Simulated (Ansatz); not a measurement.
# What KTaSe3 (built on the sites of a database entry of KTaO3) distorts into, part 2 of 2

Wanted: the energy along a soft mode of KTaSe3 (built on the sites of a database entry of KTaO3) and the structure at the end.

Ansatz 0.2.0; DFT LDA, scalar-relativistic, plane waves, PAW.

So far, highest frequency on the path or at a solved wavevector (cm⁻¹): step 2 (response at finite wavevector) 304. Also lowest frequency on the path (cm⁻¹): step 2 -50.9.

The structure was built from a prototype and need not be the compound's stable phase.

## 6. Relaxing from the distorted cell

Starting from the lowest point found, all atoms and the cell are let go, so that strain and other modes of the same symmetry can join in.

The input, input.yaml:

```yaml
crystal:
  lattice:
    - [-4.9981413134, 0.0, 0.0]
    - [0.0, -4.9981413134, -4.9981413134]
    - [0.0, -4.9981413134, 4.9981413134]
  atoms:
    - { symbol: K, position: [0.5, 0.0, 0.5] }
    - { symbol: K, position: [0.5, 0.5, 0.0] }
    - { symbol: Ta, position: [1.0, 0.5, 0.5] }
    - { symbol: Ta, position: [1.0, 1.0, 1.0] }
    - { symbol: Se, position: [0.5, 0.0, 0.0] }
    - { symbol: Se, position: [0.5, 0.5, 0.5] }
    - { symbol: Se, position: [1.0, 0.2049832656, 0.2950167344] }
    - { symbol: Se, position: [1.0, 0.7950167344, 0.7049832656] }
    - { symbol: Se, position: [1.0, 0.7049832656, 0.2049832656] }
    - { symbol: Se, position: [1.0, 0.2950167344, 0.7950167344] }
kpoints:
  mp_grid: { grid: [6, 4, 4] }
hamiltonian:
  xc: lda
scf:
  occupations: { method: methfessel_paxton, width: 0.15 }
output:
  forces: true
  stress: true
  eigenvalues: true
relax:
  adjacent_minimum: "off"
  f_tol: 0.002
  max_steps: 120
  cell: { stress_tol: 0.03 }
```

The run is started by

```
> ansatz run input.yaml --threads 8 --pin off --max-ram 14336MiB --backend cpu --events-out ev --progress --plain --runs-dir out
```

Numbers of over 12 decimals in the logs are rounded to 6 here.

What it wrote:

```text
[...]
Crystal: 10 atoms, lattice volume = 249.721 Å³
Basis set: ecut = 420 eV, 4933 PW (Γ)
Bands: 84, of which v1, the nominal top of the filled ones, is band 70 counted from 1 (69 counted from 0)
Symmetry: 16 space group operations
[...]
k-points: 24 of 96
[...]
SCF iter   1: F=—  HF=-54665.253548 eV  |F-HF|=—  |Δ(HF+E_count)|=         —  Δρ=5.43e-3  dr2=7.28e-2  ethr=1.77e-3  ⟨swp⟩=6.2  Hψ=7160  notcnv=0  defer=5
[...]
SCF iter   8: F=-54665.242706 eV  HF=-54665.242706 eV  |F-HF|=4.18e-9  |Δ(HF+E_count)|=   1.31e-8  S|Δr|=    0.00e0  Δρ=9.61e-7  dr2=4.24e-9  ethr=5.06e-11  ⟨swp⟩=2.8  Hψ=6353  notcnv=0
SCF 1 converged in 8 iterations: F = -54665.242706 eV  dr2 = 4.24e-9
[...]
relax step   1: F+E_penalty+E_count = -54665.24270589 eV  Δ(F+E_penalty+E_count) = +0.000e0 eV  max|allowed force component| = 3.415e-2 eV/Å  Δτ_max = 0.0000 Å  P = -1.373 GPa  Ω = 249.721 Å³  (8 SCF iters, dr2 threshold 1.00e-7 eV, accepted)
Crystal: 10 atoms, lattice volume = 241.887 Å³
Basis set: ecut = 420 eV, 4789 PW (Γ)
[...]
SCF iter   7: F=-54665.323296 eV  HF=-54665.323296 eV  |F-HF|=5.37e-8  |Δ(HF+E_count)|=   1.94e-7  S|Δr|=    0.00e0  Δρ=3.43e-6  dr2=4.38e-8  ethr=7.14e-10  ⟨swp⟩=7.1  Hψ=8913  notcnv=0
SCF 2 converged in 7 iterations: F = -54665.323296 eV  dr2 = 4.38e-8
relax step   2: F+E_penalty+E_count = -54665.32329574 eV  Δ(F+E_penalty+E_count) = -8.059e-2 eV  max|allowed force component| = 1.579e-1 eV/Å  Δτ_max = 0.0448 Å  P = +0.714 GPa  Ω = 241.887 Å³  energy of the carried Pulay correction = +1.251e-3 eV  (7 SCF iters, dr2 threshold 1.00e-6 eV, accepted)
Crystal: 10 atoms, lattice volume = 240.782 Å³
Basis set: ecut = 420 eV, 4741 PW (Γ)
[...]
SCF iter   7: F=-54665.376709 eV  HF=-54665.376709 eV  |F-HF|=2.05e-8  |Δ(HF+E_count)|=   5.17e-7  S|Δr|=    0.00e0  Δρ=3.27e-6  dr2=1.20e-8  ethr=8.80e-11  ⟨swp⟩=4.0  Hψ=6851  notcnv=0
SCF 3 converged in 7 iterations: F = -54665.376709 eV  dr2 = 1.20e-8
[...]
relax step   3: F+E_penalty+E_count = -54665.37670894 eV  Δ(F+E_penalty+E_count) = -5.341e-2 eV  max|allowed force component| = 7.926e-2 eV/Å  Δτ_max = 0.1075 Å  P = +0.193 GPa  Ω = 240.782 Å³  energy of the carried Pulay correction = +1.431e-3 eV  (7 SCF iters, dr2 threshold 1.00e-6 eV, accepted)
[...]
relax step   4: F+E_penalty+E_count = -54665.39129190 eV  Δ(F+E_penalty+E_count) = -1.458e-2 eV  max|allowed force component| = 4.911e-2 eV/Å  Δτ_max = 0.1189 Å  P = -0.074 GPa  Ω = 238.224 Å³  energy of the carried Pulay correction = +1.850e-3 eV  (7 SCF iters, dr2 threshold 3.93e-7 eV, accepted)
[...]
relax step   5: F+E_penalty+E_count = -54665.39358879 eV  Δ(F+E_penalty+E_count) = -2.297e-3 eV  max|allowed force component| = 7.021e-3 eV/Å  Δτ_max = 0.0133 Å  P = -0.042 GPa  Ω = 238.509 Å³  energy of the carried Pulay correction = +1.803e-3 eV  (6 SCF iters, dr2 threshold 4.70e-7 eV, accepted)
[...]
relax step   6: F+E_penalty+E_count = -54665.39373118 eV  Δ(F+E_penalty+E_count) = -1.424e-4 eV  max|allowed force component| = 4.572e-4 eV/Å  Δτ_max = 0.0052 Å  P = -0.000 GPa  Ω = 238.234 Å³  energy of the carried Pulay correction = +1.849e-3 eV  (6 SCF iters, dr2 threshold 2.65e-8 eV, accepted)
[...]
SCF iter   7: F=-54665.392282 eV  HF=-54665.392282 eV  |F-HF|=7.28e-12  |Δ(HF+E_count)|=  2.04e-10  S|Δr|=    0.00e0  Δρ=4.86e-8  dr2=7.15e-12  ethr=1.00e-12  ⟨swp⟩=3.3  Hψ=8297  notcnv=0
SCF 7 converged in 7 iterations: F = -54665.392282 eV  dr2 = 7.15e-12
relax step   7: F+E_penalty+E_count = -54665.39228224 eV  Δ(F+E_penalty+E_count) = +1.449e-3 eV  max|allowed force component| = 5.023e-4 eV/Å  Δτ_max = 0.0000 Å  P = -0.004 GPa  Ω = 238.234 Å³  stress off target by 6.64e-3 GPa  SCF on the basis re-selected at this cell (its energy is not comparable with the rows above)  (7 SCF iters)
basis re-selected at this cell: Δ(F+E_penalty+E_count) = +1.449e-3 eV, ΔP = -0.003 GPa vs the last step (what re-selecting the basis moved, of the pressure what is left beyond the Pulay correction that the steps carried, after the strain that the cell walked since its last selection, with what the two solves' SCF thresholds leave and, on support functions, any second-order correction that the steps lacked; it is no m [...]
SCF converged after 7 iterations
[...]
Free energy (F): -54665.392282 eV
[...]
Internal energy: -54665.394179 eV  (E = F + TS)
E sigma→0 (E₀):  -54665.392756 eV
Entropy (-TS):   0.001896 eV (0.190 meV/atom)
Fermi energy:    8.913771 eV
[...]
--- Forces (eV/Å), atoms counted from 1 ---
  atom   1  K      0.00000000     0.00000000     0.00000000
  atom   2  K     -0.00000000     0.00000000     0.00000000
  atom   3  Ta     0.00000000    -0.00000000     0.00000000
  atom   4  Ta     0.00000000     0.00000000     0.00000000
  atom   5  Se     0.00000000     0.00000000     0.00000000
  atom   6  Se    -0.00000000     0.00000000     0.00000000
  atom   7  Se     0.00000000     0.00000000     0.00050228
  atom   8  Se    -0.00000000    -0.00000000    -0.00050228
  atom   9  Se    -0.00000000     0.00050228     0.00000000
  atom  10  Se     0.00000000    -0.00050228    -0.00000000
  max |Σ_I F_I| component: 2.60e-18 eV/Å
--- Stress (GPa, compression-positive) ---
        0.002424      -0.000000       0.000000
       -0.000000      -0.006642       0.000000
        0.000000       0.000000      -0.006642
  P = ⅓ Tr σ = -0.0036 GPa (-0.036 kbar)
--- Band table (eV; the first three rows and the last of 24) ---
  k-point 0: bands = [... 66 lower, 7.9924, 8.3232, 8.3232, 8.4831, 8.6206, 8.9911, 8.9911, 9.7981, ... 10 higher]
  k-point 1: bands = [... 66 lower, 7.7085, 7.8134, 8.1667, 8.4520, 9.0521, 9.1917, 9.6954, 10.5438, ... 10 higher]
  k-point 2: bands = [... 66 lower, 7.4049, 7.4049, 8.3064, 8.3064, 9.9449, 9.9449, 10.0419, 10.0419, ... 10 higher]
  k-point 23: bands = [... 66 lower, 7.1592, 7.1592, 8.8042, 8.8042, 10.1780, 10.1780, 10.8086, 10.8086, ... 10 higher]
--- Relaxed structure (6 steps of the walk, 6 accepted, 1 SCFs on fresh bases) ---
  F+E_penalty+E_count = -54665.39228224 eV   max|allowed force component| = 5.023e-4 eV/Å   (the final SCF, on the basis selected at the relaxed cell)
  cell:  # Å, volume = 238.2343 Å³
    - [-5.138456, 0, 0]
    - [0, -4.814718, -4.814718]
    - [0, -4.814718, 4.814718]
  atoms:
    - { symbol: K, position: [0.5, 0.0, 0.5] }
    - { symbol: K, position: [0.5, 0.5, 0.0] }
    - { symbol: Ta, position: [1.0, 0.5, 0.5] }
    - { symbol: Ta, position: [1.0, 1.0, 1.0] }
    - { symbol: Se, position: [0.5, -2.6898212947234294e-19, 0] }
    - { symbol: Se, position: [0.5, 0.5, 0.5] }
    - { symbol: Se, position: [1.0, 0.178655, 0.321345] }
    - { symbol: Se, position: [1.0, 0.821345, 0.678655] }
    - { symbol: Se, position: [1.0, 0.678655, 0.178655] }
    - { symbol: Se, position: [1.0, 0.321345, 0.821345] }
```

Wall time 11 s (8 threads of AMD EPYC 9R45 (Zen 5), shared host); peak memory 1.4 GiB; 81 s of CPU time.

Step by step:

```csv
step,energy less that of the first step (eV),largest force component (eV/Å),pressure (GPa),volume (Å³)
1,0.0000,0.0341,-1.37,249.72
2,-0.0806,0.1579,0.71,241.89
3,-0.1340,0.0793,0.19,240.78
4,-0.1486,0.0491,-0.07,238.22
5,-0.1509,0.0070,-0.04,238.51
6,-0.1510,0.0005,0.00,238.23
7*,-0.1496,0.0005,0.00,238.23
```

Relaxation steps marked * repeat the geometry before them on a plane-wave basis chosen anew for their cell, so energy and pressure can jump there.

Forces are held to the 16 operations that the run works with; a distortion that breaks them can't arise in this run.

| cell as run | before | after | change |
| --- | --- | --- | --- |
| a (Å) | 4.998 | 5.138 | +2.8 % |
| b (Å) | 7.068 | 6.809 | -3.7 % |
| c (Å) | 7.068 | 6.809 | -3.7 % |
| volume (Å³/atom) | 24.97 | 23.82 | -4.6 % |

The atoms that moved most (Å, as changes of fractional coordinates times the final cell):

| atom | dx | dy | dz | length |
| --- | --- | --- | --- | --- |
| Se7 | 0.000 | 0.000 | 0.254 | 0.254 |
| Se9 | 0.000 | 0.254 | 0.000 | 0.254 |
| Se8 | 0.000 | 0.000 | -0.254 | 0.254 |
| Se10 | 0.000 | -0.254 | 0.000 | 0.254 |

Final coordinates:

```
K Ta Se
1.0
    -5.13846    0.00000    0.00000
     0.00000   -4.81472   -4.81472
     0.00000   -4.81472    4.81472
K Ta Se
2 2 6
Direct
  0.50000 0.00000 0.50000
  0.50000 0.50000 0.00000
  0.00000 0.50000 0.50000
  0.00000 0.00000 0.00000
  0.50000 0.00000 0.00000
  0.50000 0.50000 0.50000
  0.00000 0.17865 0.32135
  0.00000 0.82135 0.67865
  0.00000 0.67865 0.17865
  0.00000 0.32135 0.82135
```

Numbers from this step:

```
pressure        : -0.003620 GPa
volume per atom : 23.82 Å³
```

The distorted start has space group P4/mbm; the relaxation ends in P4/mbm.

## 7. The phases reached

The phases reached along the modes that were followed are set side by side.

Energies are those of the first relaxation, on the mesh of the frozen mode; space group, volume and gap are those of the last relaxation. Phases, by row:

```
                  mode frozen in  space group  energy from parent (meV/atom)  volume (Å³/atom)  gap on mesh (eV)  lowest zone-centre optical mode (cm⁻¹)  largest shift (Å)
                          parent        Pm-3m                              0             24.97                 0                                       –                  –
q = (-0.5, -0.5, -0.5), 51i cm⁻¹       I4/mcm                         -37.63              23.6                 0                                       –              0.747
q = (-0.5, -0.5, -0.5), 51i cm⁻¹         R-3c                         -16.24             24.37                 0                                       –              0.432
q = (-0.5, -0.5, -0.5), 51i cm⁻¹         Imma                         -22.97             24.24                 0                                       –              0.547
   q = (0, -0.5, -0.5), 49i cm⁻¹       P4/mbm                         -31.84             23.82                 0                                       –              0.687
```

## 8. What came out

| Quantity | Value |
| --- | --- |
| unstable mode of the parent | q = (0, -0.5, -0.5), 49i cm⁻¹ |
| depth at the lowest point sampled | 16.9 meV/atom |
| largest atomic shift at that point | 0.45 Å |
| space group reached (within 0.01 Å) | P4/mbm |
| energy gained over the parent (first relaxation, on the mesh of the frozen mode) | 31.8 meV/atom |
| volume per atom, phase reached | 23.8 Å³ |

Along this mode the structure falls into P4/mbm, 31.8 meV/atom below the parent. At the parent's cell the well is 16.94 meV/atom deep on the steps tried, with its lowest point at a shift of 0.45 Å. Relaxing atoms and cell changes the gain by +14.90 meV/atom against the lowest step (energies at zero smearing). The modes of the phase reached were not computed on this path. Of the 4 patterns followed to their end from this parent, this one ends 5.79 meV/atom above the lowest, I4/mcm. Each path keeps the symmetry of its pattern, so a lower phase may lie along a pattern not tried. With no gap, or one that is small against the smearing, the frequencies hang on the k mesh and the smearing, most of all near Kohn anomalies. Spin-orbit coupling is left out, which can matter for the heavy elements here. The starting cell was built on a prototype and not taken from a measurement, so the phase need not exist.

[Logs are printed without paths, hosts, clocks, repeated set-up lines and the standing remarks that a program may print on its own settings, such as how far it seeks lower states.]

[Hosts, paths, dates, database ids (printed as entryN), source tags and the programs' standing remarks are cut or masked in the printed files.]
